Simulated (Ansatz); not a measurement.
# How fast states decay through Li2ClF

A new crystal, Li2ClF: structure, gap and complex bands. It is built by putting F for part of the Cl in the LiCl structure of space group P6_3mc, with the volume rescaled by atomic radii. The parent structure comes from the Materials Project.

Method: r2SCAN DFT, plane waves, PAW files, in the first sound run; inputs show where later runs differ, in Ansatz 0.2.0.

The structure was built from a prototype and need not be the compound's stable phase.

### Step 1. The starting structure

The structure is trigonal, space group P3m1 (No. 156). The conventional cell has a = 3.728 Å, b = 3.728 Å, c = 6.037 Å, α = 90.00°, β = 90.00°, γ = 120.00°. Li has 1 Cl at 2.28 Å and 3 F at 2.28 Å nearest. Nearest to Li lie 1 F at 2.28 Å and 3 Cl at 2.28 Å. Cl has 4 Li at 2.28 Å nearest. Nearest to F lie 4 Li at 2.28 Å. It derives from LiCl. F for part of the Cl in the LiCl structure of space group P6_3mc. Farther neighbours and most contacts between anions are not listed.

### Step 2. Relaxing the new crystal

The substituted atoms don't fit the parent's cell, so cell and atoms relax together. A small smearing keeps the run stable in case the gap closes on the way.

The input, input.yaml:

```yaml
crystal:
  lattice:
    - [3.7275185378, 0.0, 0.0]
    - [-1.8637592689, 3.2281257468, 0.0]
    - [0.0, 0.0, 6.0374895901]
  atoms:
    - { symbol: Li, position: [0.6666666667, 0.3333333333, 0.876017] }
    - { symbol: Li, position: [0.3333333333, 0.6666666667, 0.376017] }
    - { symbol: Cl, position: [0.6666666667, 0.3333333333, 0.498984] }
    - { symbol: F, position: [0.3333333333, 0.6666666667, 0.998984] }
kpoints:
  mp_grid: { grid: [6, 6, 4] }
scf:
  occupations: { method: gaussian, width: 0.03 }
hamiltonian:
  xc: r2scan
output:
  forces: true
  stress: true
relax:
  f_tol: 0.02
  max_steps: 60
  cell: {}
```

Command:

```
$ ansatz run input.yaml --threads 2 --pin off --max-ram 4096MiB --backend cpu --events-out ev --progress --plain --runs-dir out
```

Numbers of over 12 decimals in the logs are rounded to 6 here.

The program printed:

```text
Engine: ansatz 0.2.0, x86_64-unknown-linux-gnu
Pseudopotentials: kind: paw
Pseudopotential: Li, paw, valence charge 3, recommended cutoff 500 eV (meta_gga), Li.paw.azcp
Pseudopotential: Cl, paw, valence charge 7, recommended cutoff 500 eV (meta_gga), Cl.paw.azcp
Pseudopotential: F, paw, valence charge 7, recommended cutoff 500 eV (meta_gga), F.paw.azcp
Functional definition: r2SCAN
  parameter k0 = 0.174
  parameter k1 = 0.065
  parameter a1 = 4.9479
  exchange = r2scan_x(k0 = k0, k1 = k1, a1 = a1)
  correlation = r2scan_c
Crystal: 4 atoms, lattice volume = 72.648 Å³
Basis set: ecut = 500 eV, 1811 PW (Γ), exchange–correlation on 120×120×180 points (64 copies of the dense FFT grid, shifted against one another)
Bands: 14, of which v1, the nominal top of the filled ones, is band 10 counted from 1 (9 counted from 0)
Symmetry: 6 space group operations
Space group: P3m1 (ITA 156), of the structure as read, at distance tolerance 4.2e-5 Å
k-points: 24 of 144 (time reversal used)
Non-local potential: Li, projectors of the file, l = 0: 3, l = 1: 2, l = 2: 1
Non-local potential: Cl, projectors of the file, l = 0: 2, l = 1: 2, l = 2: 2
Non-local potential: F, projectors of the file, l = 0: 2, l = 1: 2, l = 2: 1
PAW form: soft (Blöchl's): semilocal exchange-correlation on the pseudo side does not see the compensation charge
PAW frozen core: Cl, regenerated for the run's functional (the file was generated under x = pbe(κ = 0.804, μ = 0.219515), c = pbe(β = 0.066725))
PAW frozen core: F, regenerated for the run's functional (the file was generated under x = pbe(κ = 0.804, μ = 0.219515), c = pbe(β = 0.066725))
PAW one-centre angular grid: Li, 302 points (default); XC on 327 of its mesh's 2665 points in the sphere
PAW one-centre angular grid: Cl, 302 points (default); XC on 160 Gauss nodes
PAW one-centre angular grid: F, 302 points (default); XC on 160 Gauss nodes
Initial density: superposition of atomic densities (neutral atoms: chi_scale 0, normalization atom), corrected by the library's trained network
Initial wavefunctions: pseudopotential atomic-orbital guess
Functional: x = r2scan, c = r2scan; τ floored in thin density (d = 2e-4 eV/Å³)
SCF iter   1: F=—  HF=-2310.079158 eV  |F-HF|=—  |Δ(HF+E_count)|=         —  Δρ=6.48e-3  dr2=2.84e-2  dr2_τ=2.60e-2  ethr=1.77e-3  ⟨swp⟩=5.9  Hψ=1966  notcnv=0
preconditioner: auto → none  [insulator: Δε(μ)=6.609 eV  Ē_g=12.795 eV  σ=0.030 eV  W_gap=1.00  n_scr=10 (ndim 8)  ℏωp=16.3 eV  f_vac=0.121  D(μ)=0.00/eV (n_scr^D=0)  ε∞_Penn≈2.6]
SCF iter   2: F=—  HF=-2310.142981 eV  |F-HF|=—  |Δ(HF+E_count)|=   6.38e-2  Δρ=4.79e-3  dr2=6.75e-3  dr2_τ=1.24e-3  ethr=1.42e-4  ⟨swp⟩=3.0  Hψ=909  notcnv=0
SCF iter   3: F=—  HF=-2310.141676 eV  |F-HF|=—  |Δ(HF+E_count)|=   1.30e-3  Δρ=1.33e-3  dr2=7.04e-4  dr2_τ=6.58e-5  ethr=3.38e-5  ⟨swp⟩=2.0  Hψ=621  notcnv=0
SCF iter   4: F=—  HF=-2310.141699 eV  |F-HF|=—  |Δ(HF+E_count)|=   2.28e-5  Δρ=2.37e-4  dr2=1.75e-5  dr2_τ=2.63e-6  ethr=3.52e-6  ⟨swp⟩=2.9  Hψ=538  notcnv=0
SCF iter   5: F=—  HF=-2310.141714 eV  |F-HF|=—  |Δ(HF+E_count)|=   1.54e-5  Δρ=3.55e-5  dr2=5.82e-7  dr2_τ=5.76e-8  ethr=8.76e-8  ⟨swp⟩=2.4  Hψ=583  notcnv=0
SCF iter   6: F=-2310.141714 eV  HF=-2310.141714 eV  |F-HF|=7.16e-9  |Δ(HF+E_count)|=   1.38e-7  Δρ=1.21e-5  dr2=5.64e-8  dr2_τ=7.13e-9  ethr=5.00e-10  ⟨swp⟩=4.9  Hψ=1127  notcnv=0
SCF 1 converged in 6 iterations: F = -2310.141714 eV  dr2 = 5.64e-8
  greatest PAW one-centre occupation: 0.999 electrons in one spin orbital (limit 2), on the Li atom at site 1 (counted from 0), in its partial waves of l = 0
relax step   1: F+E_penalty+E_count = -2310.14171446 eV  Δ(F+E_penalty+E_count) = +0.000e0 eV  max|allowed force component| = 1.001e0 eV/Å  Δτ_max = 0.0000 Å  P = -3.262 GPa  Ω = 72.648 Å³  (6 SCF iters, dr2 threshold 1.00e-7 eV, accepted)
Crystal: 4 atoms, lattice volume = 66.511 Å³
Basis set: ecut = 500 eV, 1701 PW (Γ), exchange–correlation on 120×120×180 points (64 copies of the dense FFT grid, shifted against one another)
Initial density: handed on by an earlier stage of this run
Initial wavefunctions: those handed on with the density
iter 1 solved again at ethr=6.79e-4 eV; its pass at ethr=3.10e-3 eV (dr2=1.36e-1 eV) is discarded
SCF iter   1: F=—  HF=-2310.630798 eV  |F-HF|=—  |Δ(HF+E_count)|=         —  Δρ=1.70e-2  dr2=1.37e-1  dr2_τ=2.64e-1  ethr=6.79e-4  ⟨swp⟩=1.0  Hψ=2199  notcnv=0
automatic band count: iteration 1 solves 13 bands in place of 14: the levels show a gap, and the empty bands left out lie too high to hold charge; the band table lists the bands solved (type scf.n_extra_bands for more)
preconditioner: auto → none  [insulator: Δε(μ)=6.067 eV  Ē_g=12.350 eV  σ=0.030 eV  W_gap=1.00  n_scr=10 (ndim 8)  ℏωp=17.0 eV  f_vac=0.066  D(μ)=0.00/eV (n_scr^D=0)  ε∞_Penn≈2.9]
SCF iter   2: F=—  HF=-2310.472399 eV  |F-HF|=—  |Δ(HF+E_count)|=   1.58e-1  Δρ=8.52e-3  dr2=1.99e-2  dr2_τ=3.77e-3  ethr=6.79e-4  ⟨swp⟩=2.6  Hψ=544  notcnv=0
SCF iter   3: F=—  HF=-2310.483668 eV  |F-HF|=—  |Δ(HF+E_count)|=   1.13e-2  Δρ=3.87e-3  dr2=3.94e-3  dr2_τ=6.82e-4  ethr=9.95e-5  ⟨swp⟩=2.1  Hψ=522  notcnv=0
SCF iter   4: F=—  HF=-2310.487115 eV  |F-HF|=—  |Δ(HF+E_count)|=   3.45e-3  Δρ=1.49e-3  dr2=9.69e-4  dr2_τ=9.45e-5  ethr=1.97e-5  ⟨swp⟩=2.1  Hψ=681  notcnv=0
SCF iter   5: F=—  HF=-2310.486955 eV  |F-HF|=—  |Δ(HF+E_count)|=   1.59e-4  Δρ=1.81e-4  dr2=1.25e-5  dr2_τ=1.40e-6  ethr=4.85e-6  ⟨swp⟩=2.0  Hψ=515  notcnv=0
SCF iter   6: F=—  HF=-2310.486959 eV  |F-HF|=—  |Δ(HF+E_count)|=   4.18e-6  Δρ=2.51e-5  dr2=3.13e-7  dr2_τ=4.82e-8  ethr=2.00e-9  ⟨swp⟩=3.3  Hψ=1352  notcnv=0
SCF iter   7: F=-2310.486960 eV  HF=-2310.486960 eV  |F-HF|=1.74e-8  |Δ(HF+E_count)|=   1.28e-7  Δρ=7.98e-6  dr2=4.36e-8  dr2_τ=9.20e-9  ethr=1.56e-9  ⟨swp⟩=2.0  Hψ=1128  notcnv=0
SCF 2 converged in 7 iterations: F = -2310.486960 eV  dr2 = 4.36e-8
relax step   2: F+E_penalty+E_count = -2310.48695960 eV  Δ(F+E_penalty+E_count) = -3.452e-1 eV  max|allowed force component| = 5.672e-1 eV/Å  Δτ_max = 0.1949 Å  P = -2.842 GPa  Ω = 66.511 Å³  energy of the carried Pulay correction = +1.148e-3 eV  (7 SCF iters, dr2 threshold 4.00e-7 eV, accepted)
Crystal: 4 atoms, lattice volume = 60.495 Å³
Basis set: ecut = 500 eV, 1533 PW (Γ), exchange–correlation on 120×120×180 points (64 copies of the dense FFT grid, shifted against one another)
iter 1 solved again at ethr=7.17e-4 eV; its pass at ethr=3.10e-3 eV (dr2=1.43e-1 eV) is discarded
SCF iter   1: F=—  HF=-2310.776605 eV  |F-HF|=—  |Δ(HF+E_count)|=         —  Δρ=1.66e-2  dr2=1.45e-1  dr2_τ=1.18e0  ethr=7.17e-4  ⟨swp⟩=1.0  Hψ=2165  notcnv=0
automatic band count: iteration 1 solves 13 bands in place of 14: the levels show a gap, and the empty bands left out lie too high to hold charge; the band table lists the bands solved (type scf.n_extra_bands for more)
preconditioner: auto → none  [insulator: Δε(μ)=5.749 eV  Ē_g=12.884 eV  σ=0.030 eV  W_gap=1.00  n_scr=8 (ndim 8)  ℏωp=17.9 eV  f_vac=0.050  D(μ)=0.00/eV (n_scr^D=0)  ε∞_Penn≈2.9]
SCF iter   2: F=—  HF=-2310.582122 eV  |F-HF|=—  |Δ(HF+E_count)|=   1.94e-1  Δρ=7.85e-3  dr2=1.62e-2  dr2_τ=3.44e-3  ethr=7.17e-4  ⟨swp⟩=3.0  Hψ=659  notcnv=0
SCF iter   3: F=—  HF=-2310.591032 eV  |F-HF|=—  |Δ(HF+E_count)|=   8.91e-3  Δρ=3.75e-3  dr2=3.00e-3  dr2_τ=6.04e-4  ethr=8.09e-5  ⟨swp⟩=2.8  Hψ=517  notcnv=0
SCF iter   4: F=—  HF=-2310.594273 eV  |F-HF|=—  |Δ(HF+E_count)|=   3.24e-3  Δρ=1.05e-3  dr2=3.57e-4  dr2_τ=4.78e-5  ethr=1.50e-5  ⟨swp⟩=2.2  Hψ=707  notcnv=0
SCF iter   5: F=—  HF=-2310.594227 eV  |F-HF|=—  |Δ(HF+E_count)|=   4.56e-5  Δρ=2.59e-4  dr2=1.93e-5  dr2_τ=3.12e-6  ethr=1.78e-6  ⟨swp⟩=2.0  Hψ=501  notcnv=0
SCF iter   6: F=—  HF=-2310.594232 eV  |F-HF|=—  |Δ(HF+E_count)|=   4.55e-6  Δρ=5.07e-5  dr2=6.14e-7  dr2_τ=1.05e-7  ethr=9.63e-8  ⟨swp⟩=2.5  Hψ=505  notcnv=0
SCF iter   7: F=-2310.594232 eV  HF=-2310.594232 eV  |F-HF|=1.08e-8  |Δ(HF+E_count)|=   5.06e-7  Δρ=6.63e-6  dr2=1.21e-8  dr2_τ=2.72e-9  ethr=2.00e-9  ⟨swp⟩=4.0  Hψ=1124  notcnv=0
SCF 3 converged in 7 iterations: F = -2310.594232 eV  dr2 = 1.21e-8
relax step   3: F+E_penalty+E_count = -2310.59423212 eV  Δ(F+E_penalty+E_count) = -1.073e-1 eV  max|allowed force component| = 9.080e-1 eV/Å  Δτ_max = 0.1948 Å  P = +0.633 GPa  Ω = 60.495 Å³  energy of the carried Pulay correction = +2.458e-3 eV  (7 SCF iters, dr2 threshold 4.00e-7 eV, accepted)
[...]
relax step   4: F+E_penalty+E_count = -2310.62968234 eV  Δ(F+E_penalty+E_count) = -3.545e-2 eV  max|allowed force component| = 3.142e-1 eV/Å  Δτ_max = 0.0923 Å  P = -1.145 GPa  Ω = 61.768 Å³  energy of the carried Pulay correction = +2.163e-3 eV  (6 SCF iters, dr2 threshold 4.00e-7 eV, accepted)
[...]
relax step   5: F+E_penalty+E_count = -2310.64779758 eV  Δ(F+E_penalty+E_count) = -1.812e-2 eV  max|allowed force component| = 3.600e-2 eV/Å  Δτ_max = 0.0378 Å  P = +0.069 GPa  Ω = 59.805 Å³  energy of the carried Pulay correction = +2.622e-3 eV  (6 SCF iters, dr2 threshold 4.00e-7 eV, accepted)
[...]
relax step   6: F+E_penalty+E_count = -2310.64805240 eV  Δ(F+E_penalty+E_count) = -2.548e-4 eV  max|allowed force component| = 2.763e-3 eV/Å  Δτ_max = 0.0078 Å  P = +0.007 GPa  Ω = 59.992 Å³  energy of the carried Pulay correction = +2.577e-3 eV  (5 SCF iters, dr2 threshold 8.10e-8 eV, accepted)
Basis set: ecut = 500 eV, 1509 PW (Γ), exchange–correlation on 108×108×180 points (64 copies of the dense FFT grid, shifted against one another)
Initial wavefunctions: pseudopotential atomic-orbital guess (no wavefunctions were taken with the density)
iter 1 solved again at ethr=1.69e-7 eV; its pass at ethr=3.10e-3 eV (dr2=3.38e-5 eV) is discarded
SCF iter   1: F=—  HF=-2310.644357 eV  |F-HF|=—  |Δ(HF+E_count)|=         —  Δρ=4.91e-4  dr2=1.35e-5  dr2_τ=5.94e-5  ethr=1.69e-7  ⟨swp⟩=3.0  Hψ=2801  notcnv=0
preconditioner: auto → none  [insulator: Δε(μ)=5.920 eV  Ē_g=13.518 eV  σ=0.030 eV  W_gap=1.00  n_scr=10 (ndim 8)  ℏωp=17.9 eV  f_vac=0.072  D(μ)=0.00/eV (n_scr^D=0)  ε∞_Penn≈2.8]
SCF iter   2: F=—  HF=-2310.644397 eV  |F-HF|=—  |Δ(HF+E_count)|=   3.98e-5  Δρ=2.40e-4  dr2=3.84e-6  dr2_τ=7.55e-6  ethr=6.77e-8  ⟨swp⟩=2.0  Hψ=456  notcnv=0
SCF iter   3: F=—  HF=-2310.644413 eV  |F-HF|=—  |Δ(HF+E_count)|=   1.65e-5  Δρ=8.54e-5  dr2=2.30e-6  dr2_τ=3.34e-7  ethr=1.92e-8  ⟨swp⟩=2.0  Hψ=495  notcnv=0
SCF iter   4: F=—  HF=-2310.644408 eV  |F-HF|=—  |Δ(HF+E_count)|=   5.36e-6  Δρ=6.66e-6  dr2=5.82e-9  dr2_τ=7.95e-9  ethr=1.15e-8  ⟨swp⟩=2.0  Hψ=468  notcnv=0
SCF iter   5: F=—  HF=-2310.644408 eV  |F-HF|=—  |Δ(HF+E_count)|=   1.76e-8  Δρ=1.19e-6  dr2=4.47e-10  dr2_τ=1.79e-10  ethr=2.91e-11  ⟨swp⟩=2.0  Hψ=526  notcnv=0
SCF iter   6: F=-2310.644408 eV  HF=-2310.644408 eV  |F-HF|=8.64e-12  |Δ(HF+E_count)|=  2.97e-10  Δρ=2.53e-7  dr2=3.79e-11  dr2_τ=6.01e-12  ethr=1.00e-12  ⟨swp⟩=4.9  Hψ=1138  notcnv=0
SCF 7 converged in 6 iterations: F = -2310.644408 eV  dr2 = 3.79e-11
relax step   7: F+E_penalty+E_count = -2310.64440788 eV  Δ(F+E_penalty+E_count) = +3.645e-3 eV  max|allowed force component| = 2.917e-3 eV/Å  Δτ_max = 0.0000 Å  P = +0.026 GPa  Ω = 59.992 Å³  stress off target by 3.22e-2 GPa  SCF on the basis re-selected at this cell (its energy is not comparable with the rows above)  (6 SCF iters)
basis re-selected at this cell: Δ(F+E_penalty+E_count) = +3.645e-3 eV, ΔP = +0.019 GPa vs the last step (what re-selecting the basis moved, of the pressure what is left beyond the Pulay correction that the steps carried, after the strain that the cell walked since its last selection, with what the two solves' SCF thresholds leave and, on support functions, any second-order correction that the steps lacked; it is no measure of the basis error at this ecutwfc). The dense FFT grid was sized anew with the basis: this SCF ran on 27×27×45 points, the steps before it on 30×30×45, so part of this shift can come from that change (see relax.cell in the input reference). [rest of the remark cut]
SCF converged after 6 iterations
Free energy (F): -2310.644408 eV
Harris-Foulkes:  -2310.644408 eV  (|F-HF|=8.64e-12)
Internal energy: -2310.644408 eV  (E = F + TS)
E sigma→0 (E₀):  -2310.644408 eV
Fermi energy:    3.144927 eV
--- Per-component energies (eV) ---
  E_band       = -267.656611
  E_kinetic    = 415.426632
  E_local      = -1197.802887  (includes V_loc(G=0)·N_el)
  E_nonlocal   = 34.783034
  E_hartree    = 421.303474
  E_xc         = -206.191985
  E_vxc        = -284.079216  (∫ρ·V_xc dr)
  E_paw        = -913.330512  (= ΣΔE_a)
  E_vpaw       = -96.680183  (= ΣTr[D̂ρ^β])
  E_aug_tail   = 0.000862  (compensation charges beyond the density's cutoff)
  E_vtau       = 18.088154  (kinetic-family band-sum trace: ∫τ·v_τ [+ j·A + Jᵃ·Aᵃ] dr)
  E_ewald      = -864.665227
  E_core_change = -0.167798  (= ΣΔE_core)
  E_smearing   = -0.000000  (= −TS)
  E_closure    = 0.000000  (closes the sum)
  Σ components = -2310.644408   (vs F -2310.644408, Δ=0.00e0)
--- Forces (eV/Å), atoms counted from 1 ---
  atom   1  Li     0.00000000     0.00000000     0.00262692
  atom   2  Li    -0.00000000    -0.00000000     0.00118920
  atom   3  Cl    -0.00000000    -0.00000000    -0.00291718
  atom   4  F      0.00000000     0.00000000    -0.00090162
  max |Σ_I F_I| component: 2.67e-6 eV/Å
--- Stress (GPa, compression-positive) ---
        0.032185       0.000000      -0.000000
        0.000000       0.032185       0.000000
       -0.000000       0.000000       0.013675
  P = ⅓ Tr σ = 0.0260 GPa (0.260 kbar)
--- Relaxed structure (6 steps of the walk, 6 accepted, 1 SCFs on fresh bases) ---
  F+E_penalty+E_count = -2310.64440788 eV   max|allowed force component| = 2.917e-3 eV/Å   (the final SCF, on the basis selected at the relaxed cell)
  cell:  # Å, volume = 59.9924 Å³
    - [3.518962, 0, 0]
    - [-1.759481, 3.047510, 0]
    - [0, 0, 5.594177]
  atoms:
    - { symbol: Li, position: [0.666667, 0.333333, 0.924118] }
    - { symbol: Li, position: [0.333333, 0.666667, 0.325790] }
    - { symbol: Cl, position: [0.666667, 0.333333, 0.497350] }
    - { symbol: F, position: [0.333333, 0.666667, 1.002744] }
```

Elapsed: 14 s, on 2 threads of Intel Xeon Platinum 8488C (Sapphire Rapids), shared host; peak memory 0.58 GiB; 26 s of CPU time.

Step by step:

```csv
step,energy less that of the first step (eV),largest force component (eV/Å),pressure (GPa),volume (Å³)
1,0.0000,1.0015,-3.26,72.65
2,-0.3452,0.5672,-2.84,66.51
3,-0.4525,0.9080,0.63,60.49
4,-0.4880,0.3142,-1.15,61.77
5,-0.5061,0.0360,0.07,59.81
6,-0.5063,0.0028,0.01,59.99
7*,-0.5027,0.0029,0.03,59.99
```

Relaxation steps marked * repeat the geometry before them on a plane-wave basis chosen anew for their cell, so energy and pressure can jump there.

The run keeps the 6 symmetry operations that it works with, so distortions that break them were not tested.

```csv
"conventional cell, symmetrised",before,after,change
a (Å),3.728,3.519,-5.6 %
b (Å),3.728,3.519,-5.6 %
c (Å),6.037,5.594,-7.3 %
volume (Å³/atom),18.16,15.00,-17.4 %
```

The atoms that moved most (Å, as changes of fractional coordinates times the final cell):

```csv
atom,dx,dy,dz,length
Li2,0.000,0.000,-0.281,0.281
Li1,0.000,0.000,0.269,0.269
F4,0.000,0.000,0.021,0.021
Cl3,0.000,0.000,-0.009,0.009
```

Final coordinates:

```xyz
4
Lattice="3.5190 0.0000 0.0000 -1.7595 3.0475 0.0000 0.0000 0.0000 5.5942" Properties=species:S:1:pos:R:3 pbc="T T T"
Li    1.7595    1.0158    5.1697
Li    0.0000    2.0317    1.8225
Cl    1.7595    1.0158    2.7823
F     0.0000    2.0317    5.6095
```

Numbers from this step:

```yaml
free_energy: -2310.6444 eV
fermi_energy: 3.145 eV
pressure: 0.02602 GPa
```

The largest force component on a free atom ends at 0.0029 eV/Å.

(Continued in part 2 of 3.)

[Logs are printed without paths, hosts, clocks, repeated set-up lines and the standing remarks that a program may print on its own settings, such as how far it seeks lower states.]

[Hosts, paths, dates, database ids (printed as entryN), source tags and the programs' standing remarks are cut or masked in the printed files.]
